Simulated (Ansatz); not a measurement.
# SiC (P6_3mc): from the cell to its phonons

Aim: the vibrations of SiC (P6_3mc), their spectra, and whether the structure is stable.

Main program and level: Ansatz 0.2.0; DFT PBE+D3(BJ), scalar-relativistic, plane waves, PAW.

The experiments to compare with:

“Stress distribution at the AlN/SiC heterointerface probed by Raman spectroscopy” (2020, arxiv:2011.13693) reports for SiC, 4H, by confocal polarized Raman, 532 nm, back-scattering (standard unstressed 4H-SiC reference sample): Raman mode (E2 TO (x=1/2), unstressed) 775.86 cm⁻¹ [Used as the zero-stress reference for the stress analysis; the passage does not describe …]; Raman mode (A1 TO (x=1) as labelled in the paper, unstressed) 781.83 cm⁻¹ [Zero-stress reference, sample or spot not described; the paper's x=1 label is doubtful …]; Raman mode (E1 TO (x=0), unstressed) 796.78 cm⁻¹ [Used as the zero-stress reference for the stress analysis; the passage does not describe …].

## (1) Starting point

The structure is hexagonal, space group P6_3mc (No. 186). Conventional cell: a = 3.076 Å, b = 3.076 Å, c = 10.071 Å, α = 90.00°, β = 90.00°, γ = 120.00°. Nearest to Si lie 4 C at 1.88 to 1.89 Å. C has 4 Si at 1.88 to 1.89 Å nearest. Nearest to C lie 4 Si at 1.88 to 1.89 Å. Farther neighbours are not listed.

## (2) Bringing the structure to rest

The cell and atoms are relaxed, since residual forces and stress would shift the frequencies.

File input.yaml:

```yaml
crystal:
  lattice:
    - [3.0756941497, 0.0, 0.0]
    - [-1.5378470748, 2.6636292679, 0.0]
    - [0.0, 0.0, 10.07064648]
  atoms:
    - { symbol: Si, position: [0.66666667, 0.33333333, 0.93784198] }
    - { symbol: Si, position: [0.33333333, 0.66666667, 0.43784198] }
    - { symbol: Si, position: [0.0, 0.0, 0.68789438] }
    - { symbol: Si, position: [0.0, 0.0, 0.18789438] }
    - { symbol: C, position: [0.66666667, 0.33333333, 0.74980259] }
    - { symbol: C, position: [0.33333333, 0.66666667, 0.24980259] }
    - { symbol: C, position: [0.0, 0.0, 0.50046005] }
    - { symbol: C, position: [0.0, 0.0, 0.00046005] }
kpoints:
  mp_grid: { grid: [9, 9, 4] }
hamiltonian:
  xc: pbe
  dispersion: d3bj
scf:
  occupations: { method: gaussian, width: 0.02 }
output:
  forces: true
  stress: true
  eigenvalues: true
  write_density: true
  write_potential: true
  elf: true
  volumetric_format: npy
relax:
  adjacent_minimum: "off"
  f_tol: 0.005
  max_steps: 80
  cell: { stress_tol: 0.05 }
```

The run is started by

```console
> ansatz run input.yaml --threads 4 --pin off --max-ram 7168MiB --backend cpu --events-out ev --progress --plain --runs-dir out
```

Numbers of over 12 decimals in the logs are rounded to 6 here.

The program printed:

```text
Engine: ansatz 0.2.0, aarch64-unknown-linux-gnu
Pseudopotentials: kind: paw
Pseudopotential: Si, paw, valence charge 4, recommended cutoff 420 eV (normal), Si.paw.azcp
Pseudopotential: C, paw, valence charge 4, recommended cutoff 420 eV (normal), C.paw.azcp
Functional definition: PBE
  parameter kappa = 0.804
  parameter beta = 0.066725
  exchange = pbe_x(kappa = kappa, mu = beta*pi^2/3)
  correlation = pbe_c(beta = beta)
Crystal: 8 atoms, lattice volume = 82.504 Å³
Basis set: ecut = 420 eV, 1605 PW (Γ), exchange–correlation on 48×48×144 points (8 copies of the dense FFT grid, shifted against one another)
Bands: 24, of which v1, the nominal top of the filled ones, is band 16 counted from 1 (15 counted from 0)
Symmetry: 12 space group operations
Space group: P63mc (ITA 186), of the structure as read, at distance tolerance 4.4e-5 Å
k-points: 36 of 324 (time reversal used)
Non-local potential: Si, projectors of the file, l = 0: 2, l = 1: 2, l = 2: 2
Non-local potential: C, projectors of the file, l = 0: 2, l = 1: 2, l = 2: 1
PAW form: soft (Blöchl's): semilocal exchange-correlation on the pseudo side does not see the compensation charge
PAW one-centre angular grid: Si, 110 points (default); XC on 64 Gauss nodes
PAW one-centre angular grid: C, 110 points (default); XC on 64 Gauss nodes
Initial density: superposition of atomic densities (neutral atoms: chi_scale 0, normalization atom), corrected by the library's trained network
Initial wavefunctions: pseudopotential atomic-orbital guess
Functional: x = pbe(κ = 0.804, μ = 0.219515), c = pbe(β = 0.066725)
SCF iter   1: F=—  HF=-3551.043095 eV  |F-HF|=—  |Δ(HF+E_count)|=         —  Δρ=2.67e-3  dr2=6.32e-3  ethr=1.77e-3  ⟨swp⟩=6.3  Hψ=4804  notcnv=0  defer=1
preconditioner: auto → none  [insulator: Δε(μ)=2.313 eV  Ē_g=11.959 eV  σ=0.020 eV  W_gap=1.00  n_scr=6 (ndim 8)  ℏωp=23.1 eV  f_vac=0.000  D(μ)=0.00/eV (n_scr^D=0)  ε∞_Penn≈4.7]
SCF iter   2: F=—  HF=-3551.042790 eV  |F-HF|=—  |Δ(HF+E_count)|=   3.05e-4  Δρ=7.51e-4  dr2=2.30e-4  ethr=1.97e-5  ⟨swp⟩=2.2  Hψ=1787  notcnv=0  defer=98
SCF iter   3: F=—  HF=-3551.043001 eV  |F-HF|=—  |Δ(HF+E_count)|=   2.10e-4  Δρ=3.00e-4  dr2=3.16e-5  ethr=7.18e-7  ⟨swp⟩=2.4  Hψ=1371  notcnv=0  defer=98
SCF iter   4: F=—  HF=-3551.042973 eV  |F-HF|=—  |Δ(HF+E_count)|=   2.76e-5  Δρ=4.51e-5  dr2=2.89e-6  ethr=9.87e-8  ⟨swp⟩=2.0  Hψ=1307  notcnv=0  defer=98
SCF iter   5: F=—  HF=-3551.042973 eV  |F-HF|=—  |Δ(HF+E_count)|=   3.44e-7  Δρ=1.46e-5  dr2=2.04e-7  ethr=9.03e-9  ⟨swp⟩=2.0  Hψ=1154  notcnv=0  defer=98
SCF iter   6: F=-3551.042974 eV  HF=-3551.042974 eV  |F-HF|=1.16e-8  |Δ(HF+E_count)|=   1.43e-7  Δρ=3.95e-6  dr2=7.66e-9  ethr=3.13e-10  ⟨swp⟩=13.1  Hψ=5934  notcnv=0
SCF 1 converged in 6 iterations: F = -3551.042974 eV  dr2 = 7.66e-9
  greatest PAW one-centre occupation: 0.646 electrons in one spin orbital (limit 2), on the C atom at site 5 (counted from 0), in its partial waves of l = 0
relax step   1: F+E_penalty+E_count = -3551.04297362 eV  Δ(F+E_penalty+E_count) = +0.000e0 eV  max|allowed force component| = 5.725e-3 eV/Å  Δτ_max = 0.0000 Å  P = -0.784 GPa  Ω = 82.504 Å³  (6 SCF iters, dr2 threshold 1.00e-7 eV, accepted)
Crystal: 8 atoms, lattice volume = 82.348 Å³
Initial density: handed on by an earlier stage of this run
Initial wavefunctions: those handed on with the density
iter 1 solved again at ethr=7.45e-7 eV; its pass at ethr=3.10e-3 eV (dr2=2.39e-4 eV) is discarded
SCF iter   1: F=—  HF=-3551.043969 eV  |F-HF|=—  |Δ(HF+E_count)|=         —  Δρ=4.77e-4  dr2=2.29e-4  ethr=7.45e-7  ⟨swp⟩=1.9  Hψ=4038  notcnv=0
preconditioner: auto → none  [insulator: Δε(μ)=2.348 eV  Ē_g=11.986 eV  σ=0.020 eV  W_gap=1.00  n_scr=6 (ndim 8)  ℏωp=23.1 eV  f_vac=0.000  D(μ)=0.00/eV (n_scr^D=0)  ε∞_Penn≈4.7]
SCF iter   2: F=—  HF=-3551.043816 eV  |F-HF|=—  |Δ(HF+E_count)|=   1.53e-4  Δρ=8.18e-5  dr2=6.82e-6  ethr=7.16e-7  ⟨swp⟩=2.2  Hψ=1307  notcnv=0
iter 3 did not close the SCF: its close was put off for the readings that it lacked (scf_convergence_deferred on its scf_iter line)
SCF iter   3: F=-3551.043815 eV  HF=-3551.043815 eV  |F-HF|=4.62e-8  |Δ(HF+E_count)|=   1.45e-6  Δρ=2.45e-5  dr2=4.14e-7  ethr=2.13e-8  ⟨swp⟩=2.6  Hψ=1477  notcnv=0
iter 4 did not close the SCF: its close was put off for the readings that it lacked (scf_convergence_deferred on its scf_iter line)
SCF iter   4: F=-3551.043815 eV  HF=-3551.043815 eV  |F-HF|=9.93e-8  |Δ(HF+E_count)|=   3.25e-8  Δρ=6.69e-6  dr2=1.22e-7  ethr=1.29e-9  ⟨swp⟩=2.2  Hψ=1286  notcnv=0
iter 5 did not close the SCF: its close was put off for the readings that it lacked (scf_convergence_deferred on its scf_iter line)
SCF iter   5: F=-3551.043815 eV  HF=-3551.043815 eV  |F-HF|=8.91e-10  |Δ(HF+E_count)|=   2.98e-8  Δρ=1.96e-6  dr2=2.01e-9  ethr=3.82e-10  ⟨swp⟩=2.0  Hψ=1193  notcnv=0
SCF iter   6: F=-3551.043815 eV  HF=-3551.043815 eV  |F-HF|=2.68e-11  |Δ(HF+E_count)|=   1.39e-9  Δρ=4.22e-7  dr2=9.17e-11  ethr=6.29e-12  ⟨swp⟩=4.9  Hψ=4424  notcnv=0
SCF 2 converged in 6 iterations: F = -3551.043815 eV  dr2 = 9.17e-11
  greatest PAW one-centre occupation: 0.646 electrons in one spin orbital (limit 2), on the C atom at site 4 (counted from 0), in its partial waves of l = 0
relax step   2: F+E_penalty+E_count = -3551.04381470 eV  Δ(F+E_penalty+E_count) = -8.411e-4 eV  max|allowed force component| = 4.824e-3 eV/Å  Δτ_max = 0.0002 Å  P = -0.364 GPa  Ω = 82.348 Å³  energy of the carried Pulay correction = +2.786e-4 eV  (6 SCF iters, dr2 threshold 8.00e-7 eV, accepted)
Crystal: 8 atoms, lattice volume = 82.212 Å³
iter 1 solved again at ethr=5.70e-7 eV; its pass at ethr=3.10e-3 eV (dr2=1.82e-4 eV) is discarded
SCF iter   1: F=—  HF=-3551.044347 eV  |F-HF|=—  |Δ(HF+E_count)|=         —  Δρ=4.17e-4  dr2=1.75e-4  ethr=5.70e-7  ⟨swp⟩=1.9  Hψ=4031  notcnv=0
preconditioner: auto → none  [insulator: Δε(μ)=2.347 eV  Ē_g=11.997 eV  σ=0.020 eV  W_gap=1.00  n_scr=6 (ndim 8)  ℏωp=23.2 eV  f_vac=0.000  D(μ)=0.00/eV (n_scr^D=0)  ε∞_Penn≈4.7]
SCF iter   2: F=—  HF=-3551.044213 eV  |F-HF|=—  |Δ(HF+E_count)|=   1.34e-4  Δρ=7.16e-5  dr2=5.27e-6  ethr=5.47e-7  ⟨swp⟩=2.1  Hψ=1305  notcnv=0
SCF iter   3: F=—  HF=-3551.044212 eV  |F-HF|=—  |Δ(HF+E_count)|=   1.08e-6  Δρ=2.17e-5  dr2=3.36e-7  ethr=1.65e-8  ⟨swp⟩=2.6  Hψ=1461  notcnv=0
iter 4 did not close the SCF: its close was put off for the readings that it lacked (scf_convergence_deferred on its scf_iter line)
SCF iter   4: F=-3551.044212 eV  HF=-3551.044212 eV  |F-HF|=9.78e-8  |Δ(HF+E_count)|=   3.60e-8  Δρ=6.62e-6  dr2=1.21e-7  ethr=1.05e-9  ⟨swp⟩=2.2  Hψ=1311  notcnv=0
iter 5 did not close the SCF: its close was put off for the readings that it lacked (scf_convergence_deferred on its scf_iter line)
SCF iter   5: F=-3551.044212 eV  HF=-3551.044212 eV  |F-HF|=9.22e-10  |Δ(HF+E_count)|=   2.88e-8  Δρ=1.78e-6  dr2=1.58e-9  ethr=3.78e-10  ⟨swp⟩=2.0  Hψ=1190  notcnv=0
SCF iter   6: F=-3551.044212 eV  HF=-3551.044212 eV  |F-HF|=1.91e-11  |Δ(HF+E_count)|=   1.29e-9  Δρ=3.77e-7  dr2=7.52e-11  ethr=4.92e-12  ⟨swp⟩=4.9  Hψ=4369  notcnv=0
SCF 3 converged in 6 iterations: F = -3551.044212 eV  dr2 = 7.52e-11
relax step   3: F+E_penalty+E_count = -3551.04421164 eV  Δ(F+E_penalty+E_count) = -3.969e-4 eV  max|allowed force component| = 7.366e-4 eV/Å  Δτ_max = 0.0002 Å  P = +0.009 GPa  Ω = 82.212 Å³  energy of the carried Pulay correction = +5.240e-4 eV  (6 SCF iters, dr2 threshold 3.34e-7 eV, accepted)
[...]
relax step   4: F+E_penalty+E_count = -3551.04366403 eV  Δ(F+E_penalty+E_count) = +5.476e-4 eV  max|allowed force component| = 7.301e-4 eV/Å  Δτ_max = 0.0000 Å  P = -0.003 GPa  Ω = 82.212 Å³  stress off target by 5.37e-2 GPa  SCF on the basis re-selected at this cell (its energy is not comparable with the rows above)  (8 SCF iters)
[...]
relax step   5: F+E_penalty+E_count = -3551.04366418 eV  Δ(F+E_penalty+E_count) = -1.475e-7 eV  max|allowed force component| = 5.293e-3 eV/Å  Δτ_max = 0.0001 Å  P = -0.001 GPa  Ω = 82.211 Å³  energy of the carried Pulay correction = +1.253e-6 eV  (6 SCF iters, rejected (line search))
[...]
relax step   6: F+E_penalty+E_count = -3551.04366721 eV  Δ(F+E_penalty+E_count) = -3.180e-6 eV  max|allowed force component| = 2.135e-4 eV/Å  Δτ_max = 0.0000 Å  P = -0.001 GPa  Ω = 82.211 Å³  energy of the carried Pulay correction = +1.515e-6 eV  (6 SCF iters, accepted)
iter 1 solved again at ethr=7.48e-8 eV; its pass at ethr=3.10e-3 eV (dr2=2.39e-5 eV) is discarded
SCF iter   1: F=—  HF=-3551.043751 eV  |F-HF|=—  |Δ(HF+E_count)|=         —  Δρ=3.97e-6  dr2=5.58e-9  ethr=7.48e-8  ⟨swp⟩=3.1  Hψ=7292  notcnv=0
eigensolver tolerance schedule: the retry pair's looser diagonalisation over-reported the residual by 4291.17 of it (diagonalisation noise at 0.12 of the residual, at the tolerance the schedule requests for it); recorded, not acted on — ethr = c·dr2/N_el stays at c = 1.0e-1
SCF iter   2: F=—  HF=-3551.043667 eV  |F-HF|=—  |Δ(HF+E_count)|=   8.42e-5  Δρ=2.18e-6  dr2=2.09e-9  ethr=1.74e-11  ⟨swp⟩=3.0  Hψ=1963  notcnv=0
SCF iter   3: F=—  HF=-3551.043667 eV  |F-HF|=—  |Δ(HF+E_count)|=  2.09e-10  Δρ=1.40e-6  dr2=7.75e-10  ethr=6.53e-12  ⟨swp⟩=1.0  Hψ=864  notcnv=0
SCF iter   4: F=—  HF=-3551.043667 eV  |F-HF|=—  |Δ(HF+E_count)|=  3.46e-11  Δρ=8.99e-7  dr2=2.91e-10  ethr=2.42e-12  ⟨swp⟩=1.0  Hψ=864  notcnv=0
SCF iter   5: F=—  HF=-3551.043667 eV  |F-HF|=—  |Δ(HF+E_count)|=  3.18e-12  Δρ=6.86e-7  dr2=1.65e-10  ethr=1.00e-12  ⟨swp⟩=1.0  Hψ=864  notcnv=0
SCF iter   6: F=—  HF=-3551.043667 eV  |F-HF|=—  |Δ(HF+E_count)|=  5.00e-12  Δρ=5.41e-7  dr2=1.03e-10  ethr=1.00e-12  ⟨swp⟩=1.0  Hψ=864  notcnv=0
iter 7 did not close the SCF: its close was put off for the readings that it lacked (scf_convergence_deferred on its scf_iter line)
SCF iter   7: F=-3551.043667 eV  HF=-3551.043667 eV  |F-HF|=1.82e-12  |Δ(HF+E_count)|=  6.37e-12  Δρ=2.82e-7  dr2=2.85e-11  ethr=1.00e-12  ⟨swp⟩=1.0  Hψ=864  notcnv=0
iter 8 did not close the SCF: its close was put off for the readings that it lacked (scf_convergence_deferred on its scf_iter line)
SCF iter   8: F=-3551.043667 eV  HF=-3551.043667 eV  |F-HF|=4.55e-13  |Δ(HF+E_count)|=  4.55e-13  Δρ=2.39e-7  dr2=2.00e-11  ethr=1.00e-12  ⟨swp⟩=1.0  Hψ=864  notcnv=0
iter 9 did not close the SCF: its close was put off for the readings that it lacked (scf_convergence_deferred on its scf_iter line)
SCF iter   9: F=-3551.043667 eV  HF=-3551.043667 eV  |F-HF|=0.00e0  |Δ(HF+E_count)|=  1.36e-12  Δρ=9.72e-8  dr2=3.34e-12  ethr=1.00e-12  ⟨swp⟩=1.0  Hψ=864  notcnv=0
iter 10 did not close the SCF: its close was put off for the readings that it lacked (scf_convergence_deferred on its scf_iter line)
SCF iter  10: F=-3551.043667 eV  HF=-3551.043667 eV  |F-HF|=1.36e-12  |Δ(HF+E_count)|=  1.36e-12  Δρ=6.32e-10  dr2=4.01e-16  ethr=1.00e-12  ⟨swp⟩=1.0  Hψ=864  notcnv=0
SCF iter  11: F=-3551.043667 eV  HF=-3551.043667 eV  |F-HF|=0.00e0  |Δ(HF+E_count)|=  1.36e-12  Δρ=1.32e-9  dr2=1.49e-15  ethr=1.00e-12  ⟨swp⟩=3.0  Hψ=2816  notcnv=0
SCF 7 converged in 11 iterations: F = -3551.043667 eV  dr2 = 1.49e-15
relax step   7: F+E_penalty+E_count = -3551.04366721 eV  Δ(F+E_penalty+E_count) = -2.274e-12 eV  max|allowed force component| = 2.124e-4 eV/Å  Δτ_max = 0.0000 Å  P = -0.001 GPa  Ω = 82.211 Å³  stress off target by 1.83e-2 GPa  SCF on the basis re-selected at this cell (its energy is not comparable with the rows above)  (11 SCF iters)
basis re-selected at this cell: Δ(F+E_penalty+E_count) = -2.274e-12 eV, ΔP = -0.000 GPa vs the last step (what re-selecting the basis moved, of the pressure what is left beyond the Pulay correction that the steps carried, after the strain that the cell walked since its last selection, with what the two solves' SCF thresholds leave and, on support functions, any second-order correction that the steps lacked; it is no  [...]
SCF converged after 11 iterations
Free energy (F): -3551.043667 eV
Harris-Foulkes:  -3551.043667 eV  (|F-HF|=0.00e0)
Internal energy: -3551.043667 eV  (E = F + TS)
E sigma→0 (E₀):  -3551.043667 eV
Fermi energy:    10.803932 eV
--- Per-component energies (eV) ---
  E_band       = 116.925665
  E_kinetic    = 544.392895
  E_local      = -417.612505  (includes V_loc(G=0)·N_el)
  E_nonlocal   = 207.687616
  E_hartree    = 128.805781
  E_xc         = -422.551252
  E_vxc        = -438.184905  (∫ρ·V_xc dr)
  E_paw        = -2448.468833  (= ΣΔE_a)
  E_vpaw       = -36.969053  (= ΣTr[D̂ρ^β])
  E_aug_tail   = 0.000056  (compensation charges beyond the density's cutoff)
  E_ewald      = -1140.873640
  E_disp       = -2.423785  (pairwise vdW)
  E_smearing   = -0.000000  (= −TS)
  E_closure    = 0.000000  (closes the sum)
  Σ components = -3551.043667   (vs F -3551.043667, Δ=0.00e0)
--- Forces (eV/Å), atoms counted from 1 ---
  atom   1  Si    -0.00000000     0.00000000     0.00019881
  atom   2  Si     0.00000000    -0.00000000     0.00019881
  atom   3  Si     0.00000000    -0.00000000     0.00015764
  atom   4  Si    -0.00000000     0.00000000     0.00015764
  atom   5  C     -0.00000000    -0.00000000    -0.00014417
  atom   6  C      0.00000000     0.00000000    -0.00014417
  atom   7  C     -0.00000000     0.00000000    -0.00021240
  atom   8  C      0.00000000    -0.00000000    -0.00021240
  max |Σ_I F_I| component: 2.42e-7 eV/Å
--- Stress (GPa, compression-positive) ---
        0.008021       0.000000       0.000000
        0.000000       0.008021      -0.000000
        0.000000      -0.000000      -0.018313
  P = ⅓ Tr σ = -0.0008 GPa (-0.008 kbar)
--- Band table (eV; the first three rows and the last of 36) ---
  k-point 0: bands = [... 12 lower, 9.0487, 9.5811, 9.6327, 9.6327, 14.7716, 15.3502, 15.9772, 15.9979, ... 4 higher]
  k-point 1: bands = [... 12 lower, 9.2189, 9.2189, 9.5770, 9.5770, 14.8258, 15.2021, 16.1818, 16.2411, ... 4 higher]
  k-point 2: bands = [... 12 lower, 9.4262, 9.4262, 9.4262, 9.4262, 14.9802, 14.9802, 16.4425, 16.4425, ... 4 higher]
  k-point 35: bands = [... 12 lower, 6.8749, 6.8749, 7.1758, 7.1758, 12.8775, 12.8775, 16.3437, 16.3437, ... 4 higher]
--- Relaxed structure (5 steps of the walk, 4 accepted, 2 SCFs on fresh bases) ---
  F+E_penalty+E_count = -3551.04366721 eV   max|allowed force component| = 2.124e-4 eV/Å   (the final SCF, on the basis selected at the relaxed cell)
  cell:  # Å, volume = 82.2107 Å³
    - [3.072231, -2.8834974950749564e-11, -3.744710605244569e-19]
    - [-1.536115, 2.660630, 2.075505250778773e-19]
    - [-1.226118555353159e-18, 0, 10.057503]
  atoms:
    - { symbol: Si, position: [0.666667, 0.333333, 0.937828] }
    - { symbol: Si, position: [0.333333, 0.666667, 0.437828] }
    - { symbol: Si, position: [0, 0, 0.687907] }
    - { symbol: Si, position: [0, 0, 0.187907] }
    - { symbol: C, position: [0.666667, 0.333333, 0.749816] }
    - { symbol: C, position: [0.333333, 0.666667, 0.249816] }
    - { symbol: C, position: [0, 0, 0.500448] }
    - { symbol: C, position: [0, 0, 0.00044838] }
```

Run time: 42 s. Hardware: 4 threads of Arm Neoverse N1, shared host; peak memory 0.39 GiB; 1.8 min of CPU time.

Relaxation path:

```csv
step,energy less that of the first step (eV),largest force component (eV/Å),pressure (GPa),volume (Å³)
1,0.0000,0.0057,-0.78,82.50
2,-0.0008,0.0048,-0.36,82.35
3,-0.0012,0.0007,0.01,82.21
4*,-0.0007,0.0007,0.00,82.21
5,-0.0007,0.0053,0.00,82.21
6,-0.0007,0.0002,0.00,82.21
7*,-0.0007,0.0002,0.00,82.21
```

Relaxation steps marked * repeat the geometry before them on a plane-wave basis chosen anew for their cell, so energy and pressure can jump there. Relaxation step 5 was tried and not accepted.

The run keeps the 12 symmetry operations that it works with, so distortions that break them were not tested.

```csv
"conventional cell, symmetrised",before,after,change
a (Å),3.076,3.072,-0.1 %
b (Å),3.076,3.072,-0.1 %
c (Å),10.071,10.058,-0.1 %
volume (Å³/atom),10.31,10.28,-0.4 %
```

This step gave:

```yaml
pressure: -7.57e-4 GPa
gap_on_the_k_mesh: 2.343 eV
volume_per_atom: 10.28 Å³
direct_gap_on_mesh: 3.433 eV
```

Valence density in the ac plane at fractional y = 0.000, with atoms of Si and C within 0.2 Å of it. It is the smooth field of the valence electrons, not physical close to the nuclei.

Ten even steps from '0' (0.1 e/Å³) to '9' (1.8 e/Å³), each cell a mean:
```
9886422111224688
4332211111112233
0000000000000000
0000000000000000
0000011111110000
0111122222221111
0012222222222210
0001111111111100
1111100000001111
4432100000001234
8764210000012467
9986421101124689
8876422111224678
4432211111112234
0000000000000000
0000000000000000
0000011111110000
0111122222221111
0012222222222210
0001111111111100
1111100000001111
4432100000001234
8763210000012367
9986421101124689
```
Columns run along a (3.1 Å), rows up along c (10.1 Å). Atoms in or near the plane, at fractional coordinates: Si at (0.00, 0.69), Si at (0.00, 0.19), C at (0.00, 0.50), C at (0.00, 0.00).

Electrostatic potential energy in the ac plane at fractional y = 0.000, with atoms of Si and C within 0.2 Å of it. With pseudopotentials it is smooth inside the atoms' cores, unlike the true potential.

Values in eV, 24 rows by 16 columns, each cell a mean:
```
-47 -44 -26  -5   5   6   4   2   1   2   4   6   5  -5 -26 -44
 -1   1   5   7   7   5   2  -1  -2  -1   2   5   7   7   5   1
 11  11  11  11  10   8   6   4   3   4   6   8  10  11  11  11
 11  11  12  11  11  11  10  10   9  10  10  11  11  11  12  11
  6   7   8   9  10  11  11  11  11  11  11  11  10   9   8   7
-18 -15  -9  -1   5   8   9   9   9   9   9   8   5  -1  -9 -15
-50 -47 -38 -23  -6   4   7   9   9   9   7   4  -6 -23 -38 -47
-56 -55 -46 -31 -11   2   7  10  10  10   7   2 -11 -31 -46 -55
-35 -33 -24 -12   0   6   9  11  12  11   9   6   0 -12 -24 -33
 -3  -2   2   5   8  10  11  12  12  12  11  10   8   5   2  -2
-25 -20  -8   3   9  11  11  11  11  11  11  11   9   3  -8 -20
-56 -54 -39 -12   5   8   9   8   8   8   9   8   4 -12 -39 -54
-47 -42 -26  -5   5   6   4   2   1   2   4   6   5  -6 -26 -42
 -2   0   4   7   7   5   2  -1  -2  -1   2   5   7   7   4   0
 11  11  11  11  10   8   6   4   3   4   6   8  10  11  11  11
 11  11  12  12  11  11  10  10   9  10  10  11  11  12  12  11
  6   7   8   9  10  11  11  11  11  11  11  11  10   9   8   7
-18 -15  -9  -1   5   8   9   9   9   9   9   8   5  -1  -9 -15
-50 -47 -38 -23  -6   4   7   9   9   9   7   4  -6 -23 -38 -47
-55 -54 -45 -30 -10   2   7  10  10  10   7   2 -10 -30 -45 -54
-35 -33 -24 -12   0   6   9  11  12  11   9   6   0 -12 -24 -33
 -3  -2   1   5   8  10  11  12  12  12  11  10   8   5   1  -2
-24 -20  -8   3   9  11  11  11  11  11  11  11   9   3  -8 -20
-55 -55 -39 -12   4   8   9   8   8   8   9   8   4 -12 -39 -55
```
Columns run along a (3.1 Å; values clipped at the 3rd and 97th percentile), rows up along c (10.1 Å). Atoms in or near the plane, at fractional coordinates: Si at (0.00, 0.69), Si at (0.00, 0.19), C at (0.00, 0.50), C at (0.00, 0.00).

(Continued in part 2 of 3.)

[Logs are printed without paths, hosts, clocks, repeated set-up lines and the standing remarks that a program may print on its own settings, such as how far it seeks lower states.]

[Hosts, paths, dates, database ids (printed as entryN), source tags and the programs' standing remarks are cut or masked in the printed files.]
